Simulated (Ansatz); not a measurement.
# GaAs wire along [100], 14 atoms a period, H-terminated: bands under strain

What gap, if any, does the GaAs wire along [100], 14 atoms a period, H-terminated have, and how does it change under strain?

Program: Ansatz 0.2.0. Level of theory: DFT PBE, plane waves, PAW; relaxation of a wire's period, in the first sound run; inputs show where later runs differ. Results are calculated unless marked as measured.

## Step 1: The starting structure

The cell holds 30 atoms: 7 Ga, 16 H and 7 As. Its edges and angles: a = 15.795 Å, b = 15.795 Å, c = 5.750 Å, α = 90.0°, β = 90.0°, γ = 90.0°. Vacuum lies along a and b. The structure's axis is c.

## Step 2: Relaxing the period

Band widths follow the bond lengths, so the wire is relaxed first. The atoms and the third cell vector are free; the box across stays fixed as vacuum. A Fermi-Dirac smearing is set since the result may be a metal. The pressure printed is a third of the stress's trace over the whole box, vacuum included; only the stress along the axis is relaxed.

Input file input.yaml:

```yaml
crystal:
  lattice:
    - [15.795, 0.0, 0.0]
    - [0.0, 15.795, 0.0]
    - [0.0, 0.0, 5.75]
  atoms:
    - { symbol: Ga, position: [0.273011296, 0.637050549, 0.0] }
    - { symbol: Ga, position: [0.455030923, 0.455030923, 0.0] }
    - { symbol: Ga, position: [0.637050549, 0.637050549, 0.0] }
    - { symbol: H, position: [0.307364388, 0.307364388, 0.094366449] }
    - { symbol: H, position: [0.420677831, 0.784717084, 0.094366449] }
    - { symbol: H, position: [0.215257993, 0.579297246, 0.158645813] }
    - { symbol: H, position: [0.694803853, 0.694803853, 0.158645813] }
    - { symbol: As, position: [0.36402111, 0.36402111, 0.25] }
    - { symbol: As, position: [0.36402111, 0.728060362, 0.25] }
    - { symbol: As, position: [0.546040736, 0.546040736, 0.25] }
    - { symbol: H, position: [0.215257993, 0.512784226, 0.341354187] }
    - { symbol: H, position: [0.512784226, 0.215257993, 0.341354187] }
    - { symbol: H, position: [0.694803853, 0.397277619, 0.341354187] }
    - { symbol: H, position: [0.307364388, 0.784717084, 0.405633551] }
    - { symbol: Ga, position: [0.273011296, 0.455030923, 0.5] }
    - { symbol: Ga, position: [0.455030923, 0.273011296, 0.5] }
    - { symbol: Ga, position: [0.455030923, 0.637050549, 0.5] }
    - { symbol: Ga, position: [0.637050549, 0.455030923, 0.5] }
    - { symbol: H, position: [0.602697458, 0.784717084, 0.594366449] }
    - { symbol: H, position: [0.784717084, 0.602697458, 0.594366449] }
    - { symbol: H, position: [0.215257993, 0.397277619, 0.658645813] }
    - { symbol: H, position: [0.397277619, 0.215257993, 0.658645813] }
    - { symbol: As, position: [0.36402111, 0.546040736, 0.75] }
    - { symbol: As, position: [0.546040736, 0.36402111, 0.75] }
    - { symbol: As, position: [0.546040736, 0.728060362, 0.75] }
    - { symbol: As, position: [0.728060362, 0.546040736, 0.75] }
    - { symbol: H, position: [0.215257993, 0.694803853, 0.841354187] }
    - { symbol: H, position: [0.489384014, 0.784717084, 0.905633551] }
    - { symbol: H, position: [0.602697458, 0.307364388, 0.905633551] }
    - { symbol: H, position: [0.784717084, 0.489384014, 0.905633551] }
kpoints:
  mp_grid: { grid: [1, 1, 14] }
scf:
  occupations: { method: fermi_dirac, width: 0.05 }
hamiltonian:
  xc: pbe
relax:
  cell: { fix: [a, b, alpha, beta, gamma] }
  max_steps: 45
  f_tol: 0.03
```

The run is started by

```sh
$ ansatz run input.yaml --threads 4 --pin off --max-ram 16384MiB --backend cpu --events-out ev --progress --plain --runs-dir out
```

Numbers of over 12 decimals in the logs are rounded to 6 here.

Output:

```text
Engine: ansatz 0.2.0, aarch64-unknown-linux-gnu
Pseudopotentials: kind: paw
Pseudopotential: Ga, paw, valence charge 13, recommended cutoff 420 eV (normal), Ga.paw.azcp
Pseudopotential: H, paw, valence charge 1, recommended cutoff 420 eV (normal), H.paw.azcp
Pseudopotential: As, paw, valence charge 15, recommended cutoff 420 eV (normal), As.paw.azcp
Functional definition: PBE
  parameter kappa = 0.804
  parameter beta = 0.066725
  exchange = pbe_x(kappa = kappa, mu = beta*pi^2/3)
  correlation = pbe_c(beta = beta)
Crystal: 30 atoms, lattice volume = 1434.522 Å³
Basis set: ecut = 420 eV, 28075 PW (Γ), exchange–correlation on 216×216×80 points (8 copies of the dense FFT grid, shifted against one another)
Bands: 136, of which v1, the nominal top of the filled ones, is band 106 counted from 1 (105 counted from 0)
Symmetry: 1 space group operations
Space group: P1 (ITA 1), of the structure as read, at distance tolerance 1.1e-4 Å
k-points: 8 of 14 (time reversal used)
Non-local potential: Ga, projectors of the file, l = 0: 2, l = 1: 2, l = 2: 3, l = 3: 1
Non-local potential: H, projectors of the file, l = 0: 2, l = 1: 1
Non-local potential: As, projectors of the file, l = 0: 2, l = 1: 2, l = 2: 3, l = 3: 1
PAW form: soft (Blöchl's): semilocal exchange-correlation on the pseudo side does not see the compensation charge
PAW one-centre angular grid: Ga, 590 points (default); XC on 64 Gauss nodes
PAW one-centre angular grid: H, 110 points (default); XC on 64 Gauss nodes
PAW one-centre angular grid: As, 590 points (default); XC on 64 Gauss nodes
Initial density: superposition of atomic densities (neutral atoms: chi_scale 0, normalization atom), corrected by the library's trained network
Initial wavefunctions: pseudopotential atomic-orbital guess
Functional: x = pbe(κ = 0.804, μ = 0.219515), c = pbe(β = 0.066725)
SCF iter   1: F=—  HF=-60726.262813 eV  |F-HF|=—  |Δ(HF+E_count)|=         —  Δρ=3.09e-3  dr2=9.95e-1  ethr=1.77e-3  ⟨swp⟩=6.2  Hψ=4388  notcnv=0  defer=80
preconditioner: auto → Resta (q_TF=auto, 1.984 Å⁻¹)  ε∞=1.7  [insulator: Δε(μ)=2.464 eV  Ē_g=13.743 eV  σ=0.050 eV  W_gap=1.00  n_scr=182 (ndim 8)  ℏωp=11.7 eV  f_vac=0.643  D(μ)=0.00/eV (n_scr^D=0)  ε∞_Penn≈1.7  vacuum switching on, ρ_ref=1.4e-2 e/Å³]
SCF iter   2: F=—  HF=-60726.025173 eV  |F-HF|=—  |Δ(HF+E_count)|=   2.38e-1  Δρ=2.01e-3  dr2=2.15e-1  ethr=4.69e-4  ⟨swp⟩=3.0  Hψ=1480  notcnv=0  defer=183
SCF iter   3: F=—  HF=-60725.989599 eV  |F-HF|=—  |Δ(HF+E_count)|=   3.56e-2  Δρ=7.48e-4  dr2=1.39e-2  ethr=1.02e-4  ⟨swp⟩=3.0  Hψ=1469  notcnv=0  defer=175
SCF iter   4: F=—  HF=-60725.990547 eV  |F-HF|=—  |Δ(HF+E_count)|=   9.48e-4  Δρ=3.28e-4  dr2=1.90e-3  ethr=6.57e-6  ⟨swp⟩=2.5  Hψ=1457  notcnv=0  defer=175
SCF iter   5: F=—  HF=-60725.991038 eV  |F-HF|=—  |Δ(HF+E_count)|=   4.91e-4  Δρ=1.02e-4  dr2=1.86e-4  ethr=8.97e-7  ⟨swp⟩=2.0  Hψ=1635  notcnv=0  defer=175
SCF iter   6: F=—  HF=-60725.991053 eV  |F-HF|=—  |Δ(HF+E_count)|=   1.45e-5  Δρ=3.04e-5  dr2=1.40e-5  ethr=8.79e-8  ⟨swp⟩=2.0  Hψ=1561  notcnv=0  defer=175
SCF iter   7: F=—  HF=-60725.991219 eV  |F-HF|=—  |Δ(HF+E_count)|=   1.66e-4  Δρ=1.12e-5  dr2=2.88e-6  ethr=6.60e-9  ⟨swp⟩=2.1  Hψ=1809  notcnv=0  defer=175
SCF iter   8: F=—  HF=-60725.991220 eV  |F-HF|=—  |Δ(HF+E_count)|=   1.22e-6  Δρ=4.45e-6  dr2=3.82e-7  ethr=1.36e-9  ⟨swp⟩=2.0  Hψ=1595  notcnv=0  defer=175
SCF iter   9: F=-60725.991221 eV  HF=-60725.991221 eV  |F-HF|=1.80e-8  |Δ(HF+E_count)|=   3.39e-7  Δρ=1.47e-6  dr2=3.47e-8  ethr=4.72e-11  ⟨swp⟩=4.0  Hψ=3379  notcnv=0
SCF 1 converged in 9 iterations: F = -60725.991221 eV  dr2 = 3.47e-8
  greatest PAW one-centre occupation: 0.999 electrons in one spin orbital (limit 2), on the As atom at site 8 (counted from 0), in its partial waves of l = 2
relax step   1: F+E_penalty+E_count = -60725.99122052 eV  Δ(F+E_penalty+E_count) = +0.000e0 eV  max|allowed force component| = 1.075e0 eV/Å  Δτ_max = 0.0000 Å  P = -0.178 GPa  Ω = 1434.522 Å³  fix = [a, b, alpha, beta, gamma]  reactions: a -0.254, b -0.206 GPa; alpha -0.098, beta -0.140, gamma -0.010 GPa/rad  (9 SCF iters, dr2 threshold 1.00e-7 eV, accepted)
Crystal: 30 atoms, lattice volume = 1439.980 Å³
Basis set: ecut = 420 eV, 28227 PW (Γ), exchange–correlation on 216×216×80 points (8 copies of the dense FFT grid, shifted against one another)
Initial density: handed on by an earlier stage of this run
Initial wavefunctions: those handed on with the density
iter 1 solved again at ethr=2.81e-4 eV; its pass at ethr=3.10e-3 eV (dr2=5.96e-1 eV) is discarded
SCF iter   1: F=—  HF=-60727.224549 eV  |F-HF|=—  |Δ(HF+E_count)|=         —  Δρ=7.66e-3  dr2=6.00e-1  ethr=2.81e-4  ⟨swp⟩=4.0  Hψ=4858  notcnv=0
preconditioner: auto → Resta (q_TF=auto, 1.983 Å⁻¹)  ε∞=1.7  [insulator: Δε(μ)=2.402 eV  Ē_g=13.677 eV  σ=0.050 eV  W_gap=1.00  n_scr=182 (ndim 8)  ℏωp=11.7 eV  f_vac=0.642  D(μ)=0.00/eV (n_scr^D=0)  ε∞_Penn≈1.7  vacuum switching on, ρ_ref=1.4e-2 e/Å³]
SCF iter   2: F=—  HF=-60727.095730 eV  |F-HF|=—  |Δ(HF+E_count)|=   1.29e-1  Δρ=3.72e-3  dr2=1.06e-1  ethr=2.81e-4  ⟨swp⟩=5.0  Hψ=1866  notcnv=0
SCF iter   3: F=—  HF=-60727.090715 eV  |F-HF|=—  |Δ(HF+E_count)|=   5.02e-3  Δρ=8.90e-4  dr2=3.17e-2  ethr=5.00e-5  ⟨swp⟩=2.0  Hψ=1726  notcnv=0  defer=178
SCF iter   4: F=—  HF=-60727.084337 eV  |F-HF|=—  |Δ(HF+E_count)|=   6.38e-3  Δρ=3.01e-4  dr2=1.65e-3  ethr=1.50e-5  ⟨swp⟩=2.0  Hψ=1380  notcnv=0  defer=178
SCF iter   5: F=—  HF=-60727.084493 eV  |F-HF|=—  |Δ(HF+E_count)|=   1.56e-4  Δρ=9.14e-5  dr2=1.16e-4  ethr=7.79e-7  ⟨swp⟩=2.1  Hψ=1647  notcnv=0  defer=178
SCF iter   6: F=—  HF=-60727.084521 eV  |F-HF|=—  |Δ(HF+E_count)|=   2.73e-5  Δρ=2.81e-5  dr2=1.30e-5  ethr=5.46e-8  ⟨swp⟩=2.0  Hψ=1638  notcnv=0  defer=178
SCF iter   7: F=-60727.084524 eV  HF=-60727.084524 eV  |F-HF|=3.01e-7  |Δ(HF+E_count)|=   3.39e-6  Δρ=9.73e-6  dr2=1.56e-6  ethr=1.42e-9  ⟨swp⟩=4.0  Hψ=3541  notcnv=0
SCF 2 converged in 7 iterations: F = -60727.084524 eV  dr2 = 1.56e-6
relax step   2: F+E_penalty+E_count = -60727.08452439 eV  Δ(F+E_penalty+E_count) = -1.093e0 eV  max|allowed force component| = 5.354e-1 eV/Å  Δτ_max = 0.1949 Å  P = -0.117 GPa  Ω = 1439.980 Å³  energy of the carried Pulay correction = -9.751e-4 eV  fix = [a, b, alpha, beta, gamma]  reactions: a -0.141, b -0.204 GPa; alpha -0.052, beta -0.119, gamma -0.016 GPa/rad  (7 SCF iters, dr2 threshold 3.00e-6 eV, accepted)
Crystal: 30 atoms, lattice volume = 1447.202 Å³
Basis set: ecut = 420 eV, 28331 PW (Γ), exchange–correlation on 216×216×80 points (8 copies of the dense FFT grid, shifted against one another)
[...]
Initial wavefunctions: pseudopotential atomic-orbital guess (no wavefunctions were taken with the density)
iter 1 solved again at ethr=3.76e-7 eV; its pass at ethr=3.10e-3 eV (dr2=7.96e-4 eV) is discarded
SCF iter   1: F=—  HF=-60727.473770 eV  |F-HF|=—  |Δ(HF+E_count)|=         —  Δρ=1.63e-4  dr2=9.57e-6  ethr=3.76e-7  ⟨swp⟩=3.6  Hψ=7597  notcnv=0
preconditioner: auto → Resta (q_TF=auto, 1.978 Å⁻¹)  ε∞=1.7  [insulator: Δε(μ)=3.044 eV  Ē_g=13.798 eV  σ=0.050 eV  W_gap=1.00  n_scr=182 (ndim 8)  ℏωp=11.6 eV  f_vac=0.645  D(μ)=0.00/eV (n_scr^D=0)  ε∞_Penn≈1.7  vacuum switching on, ρ_ref=1.4e-2 e/Å³]
SCF iter   2: F=—  HF=-60727.491797 eV  |F-HF|=—  |Δ(HF+E_count)|=   1.80e-2  Δρ=8.18e-5  dr2=2.73e-6  ethr=4.52e-9  ⟨swp⟩=3.9  Hψ=2200  notcnv=0
SCF iter   3: F=—  HF=-60727.500313 eV  |F-HF|=—  |Δ(HF+E_count)|=   8.52e-3  Δρ=1.11e-5  dr2=1.09e-6  ethr=1.29e-9  ⟨swp⟩=3.1  Hψ=2050  notcnv=0
SCF iter   4: F=—  HF=-60727.500597 eV  |F-HF|=—  |Δ(HF+E_count)|=   2.84e-4  Δρ=2.40e-6  dr2=5.54e-8  ethr=5.12e-10  ⟨swp⟩=2.0  Hψ=1653  notcnv=0
SCF iter   5: F=—  HF=-60727.500612 eV  |F-HF|=—  |Δ(HF+E_count)|=   1.50e-5  Δρ=8.89e-7  dr2=1.15e-8  ethr=2.61e-11  ⟨swp⟩=2.0  Hψ=1519  notcnv=0
SCF iter   6: F=—  HF=-60727.500616 eV  |F-HF|=—  |Δ(HF+E_count)|=   4.01e-6  Δρ=3.22e-7  dr2=2.64e-9  ethr=5.40e-12  ⟨swp⟩=2.5  Hψ=1801  notcnv=0
SCF iter   7: F=-60727.500616 eV  HF=-60727.500616 eV  |F-HF|=2.43e-9  |Δ(HF+E_count)|=   2.92e-7  Δρ=7.32e-8  dr2=9.67e-11  ethr=1.00e-12  ⟨swp⟩=3.0  Hψ=4532  notcnv=0
SCF 10 converged in 7 iterations: F = -60727.500616 eV  dr2 = 9.67e-11
relax step  10: F+E_penalty+E_count = -60727.50061601 eV  Δ(F+E_penalty+E_count) = -4.943e-3 eV  max|allowed force component| = 2.118e-2 eV/Å  Δτ_max = 0.0000 Å  P = -0.005 GPa  Ω = 1460.088 Å³  fix = [a, b, alpha, beta, gamma]  reactions: a -0.012, b -0.013 GPa; alpha -0.003, beta -0.004, gamma +0.002 GPa/rad  stress off target by 9.89e-3 GPa on what of the cell is left free  SCF on the basis re-selected at this cell (its energy is not comparable with the rows above)  (7 SCF iters)
basis re-selected at this cell: Δ(F+E_penalty+E_count) = -4.943e-3 eV, ΔP = +0.003 GPa vs the last step (what re-selecting the basis moved, of the pressure what is left beyond the Pulay correction that the steps carried, after the strain that the cell walked since its last selection, with what the two solves' SCF thresholds leave and, on support functions, any second-order correction that the steps lacked; it is no m [...]
SCF converged after 7 iterations
Free energy (F): -60727.500616 eV
Harris-Foulkes:  -60727.500616 eV  (|F-HF|=2.43e-9)
Internal energy: -60727.500616 eV  (E = F + TS)
E sigma→0 (E₀):  -60727.500616 eV
Fermi energy:    -1.213223 eV
--- Per-component energies (eV) ---
  E_band       = -4222.427372
  E_kinetic    = 1733.202341
  E_local      = -104104.932965  (includes V_loc(G=0)·N_el)
  E_nonlocal   = -1696.908862
  E_hartree    = 51122.159283
  E_xc         = -1171.650169
  E_vxc        = -1132.124331  (∫ρ·V_xc dr)
  E_paw        = -26777.579472  (= ΣΔE_a)
  E_vpaw       = -1265.963100  (= ΣTr[D̂ρ^β])
  E_aug_tail   = -0.019468  (compensation charges beyond the density's cutoff)
  E_ewald      = 20168.228696
  E_smearing   = -0.000000  (= −TS)
  E_closure    = -0.000000  (closes the sum)
  Σ components = -60727.500616   (vs F -60727.500616, Δ=0.00e0)
--- Forces (eV/Å), atoms counted from 1 ---
  atom   1  Ga    -0.00241785     0.02030953    -0.02084606
  atom   2  Ga    -0.00053143    -0.00904105    -0.00202933
  atom   3  Ga     0.00887253     0.02118208    -0.00927467
  atom   4  H      0.00284593    -0.00042716     0.00316224
  atom   5  H     -0.00418667    -0.00627789     0.00038393
  atom   6  H      0.00707832     0.00321804    -0.00038722
  atom   7  H     -0.00160619    -0.00266189     0.00793819
  atom   8  As     0.00205536     0.00968207     0.01183212
  atom   9  As    -0.01174144    -0.01034293    -0.00183671
  atom  10  As    -0.00374024    -0.01084991    -0.00270817
  atom  11  H     -0.00857317     0.00502315    -0.00325804
  atom  12  H      0.00367100     0.00013342    -0.00147971
  atom  13  H      0.00285526    -0.00166471    -0.00770176
  atom  14  H      0.00007507     0.00050280    -0.00249834
  atom  15  Ga     0.00834703    -0.00618022     0.00529164
  atom  16  Ga    -0.00516284    -0.00123917    -0.00893841
  atom  17  Ga     0.00482485     0.01927089     0.00688672
  atom  18  Ga     0.00939747    -0.01306573    -0.00263312
  atom  19  H      0.01091159     0.00027823     0.00096643
  atom  20  H     -0.00962632     0.00110388    -0.00273780
  atom  21  H     -0.00515600    -0.00044078    -0.00255930
  atom  22  H      0.00545520     0.00039158    -0.00036956
  atom  23  As     0.00011471    -0.01934528     0.00919333
  atom  24  As    -0.00527183     0.01773145     0.00385062
  atom  25  As     0.01131250    -0.01333761     0.00614194
  atom  26  As    -0.01507236     0.00512487     0.01759228
  atom  27  H      0.00149983    -0.00320334     0.00313298
  atom  28  H     -0.00459845    -0.00183857     0.00107255
  atom  29  H      0.00457300     0.00171020    -0.00258834
  atom  30  H     -0.00620521    -0.00574442    -0.00559920
  max |Σ_I F_I| component: 1.53e-6 eV/Å
--- Stress (GPa, compression-positive) ---
       -0.011572      -0.001969       0.003531
       -0.001969      -0.012748       0.003372
        0.003531       0.003372       0.009886
  P = ⅓ Tr σ = -0.0048 GPa (-0.048 kbar)
--- Relaxed structure (9 steps of the walk, 9 accepted, 1 SCFs on fresh bases) ---
  F+E_penalty+E_count = -60727.50061601 eV   max|allowed force component| = 2.118e-2 eV/Å   (the final SCF, on the basis selected at the relaxed cell)
  cell:  # Å, volume = 1460.0883 Å³
    - [15.795, 0, 0]
    - [0, 15.795, 0]
    - [0, 0, 5.852479]
  atoms:
    - { symbol: Ga, position: [0.262889, 0.652119, -0.063301] }
    - { symbol: Ga, position: [0.450296, 0.457111, 0.00331279] }
    - { symbol: Ga, position: [0.637743, 0.642216, 0.037379] }
    - { symbol: H, position: [0.318151, 0.317048, 0.111337] }
    - { symbol: H, position: [0.415792, 0.784823, 0.165579] }
    - { symbol: H, position: [0.190658, 0.610135, 0.077410] }
    - { symbol: H, position: [0.695587, 0.706214, 0.168933] }
    - { symbol: As, position: [0.371456, 0.368884, 0.277209] }
    - { symbol: As, position: [0.357603, 0.715099, 0.252385] }
    - { symbol: As, position: [0.545573, 0.545627, 0.253057] }
    - { symbol: H, position: [0.205534, 0.500267, 0.376625] }
    - { symbol: H, position: [0.532668, 0.226514, 0.319826] }
    - { symbol: H, position: [0.702439, 0.400551, 0.351865] }
    - { symbol: H, position: [0.307793, 0.769792, 0.418203] }
    - { symbol: Ga, position: [0.264666, 0.443586, 0.525539] }
    - { symbol: Ga, position: [0.461477, 0.261957, 0.479300] }
    - { symbol: Ga, position: [0.447171, 0.624558, 0.502097] }
    - { symbol: Ga, position: [0.634113, 0.450078, 0.492322] }
    - { symbol: H, position: [0.605803, 0.764084, 0.586074] }
    - { symbol: H, position: [0.783875, 0.595897, 0.652014] }
    - { symbol: H, position: [0.233808, 0.376217, 0.703119] }
    - { symbol: H, position: [0.403213, 0.206816, 0.635347] }
    - { symbol: As, position: [0.357098, 0.543858, 0.757728] }
    - { symbol: As, position: [0.535999, 0.369266, 0.734513] }
    - { symbol: As, position: [0.546803, 0.714201, 0.741106] }
    - { symbol: As, position: [0.713591, 0.545920, 0.767703] }
    - { symbol: H, position: [0.251537, 0.728432, 0.768351] }
    - { symbol: H, position: [0.503203, 0.790092, 0.848819] }
    - { symbol: H, position: [0.596833, 0.321275, 0.889716] }
    - { symbol: H, position: [0.770411, 0.491345, 0.916432] }
```

Run time: 7.6 min. Hardware: 4 threads of Arm Neoverse V1, shared host; peak memory 3.9 GiB; 28 min of CPU time.

Relaxation path:

```csv
step,energy less that of the first step (eV),largest force component (eV/Å),pressure (GPa),volume (Å³)
1,0.0000,1.0751,-0.18,1434.52
2,-1.0933,0.5354,-0.12,1439.98
3,-1.3474,0.2176,-0.09,1447.20
4,-1.4418,0.1248,-0.05,1451.86
5,-1.4836,0.1005,-0.02,1454.21
6,-1.4976,0.1096,-0.03,1456.30
7,-1.5005,0.1054,0.02,1457.20
8,-1.5035,0.0425,0.00,1460.30
9,-1.5045,0.0211,-0.01,1460.09
10*,-1.5094,0.0212,0.00,1460.09
```

Relaxation steps marked * repeat the geometry before them on a plane-wave basis chosen anew for their cell, so energy and pressure can jump there.

```csv
cell as run,before,after,change
c (Å),5.750,5.852,+1.8 %
```

The atoms that moved most (Å, along periodic axes as changes of fractional coordinates times the final cell, across vacuum about the mean position):

```csv
atom,dx,dy,dz,length
H27,0.573,0.531,-0.427,0.891
H6,-0.389,0.487,-0.475,0.784
H21,0.293,-0.333,0.260,0.514
Ga1,-0.160,0.238,-0.370,0.468
H5,-0.077,0.002,0.417,0.424
H28,0.218,0.085,-0.333,0.407
H12,0.314,0.178,-0.126,0.382
H20,-0.013,-0.107,0.337,0.354
```

This step gave:

```
cell length along the wire : 5.852 Å
```

The cell's length comes to 5.852 Å with spin left out.

(Part 1 of 3 ends here.)

[Logs are printed without paths, hosts, clocks, repeated set-up lines and the standing remarks that a program may print on its own settings, such as how far it seeks lower states.]

[Hosts, paths, dates, database ids (printed as entryN), source tags and the programs' standing remarks are cut or masked in the printed files.]
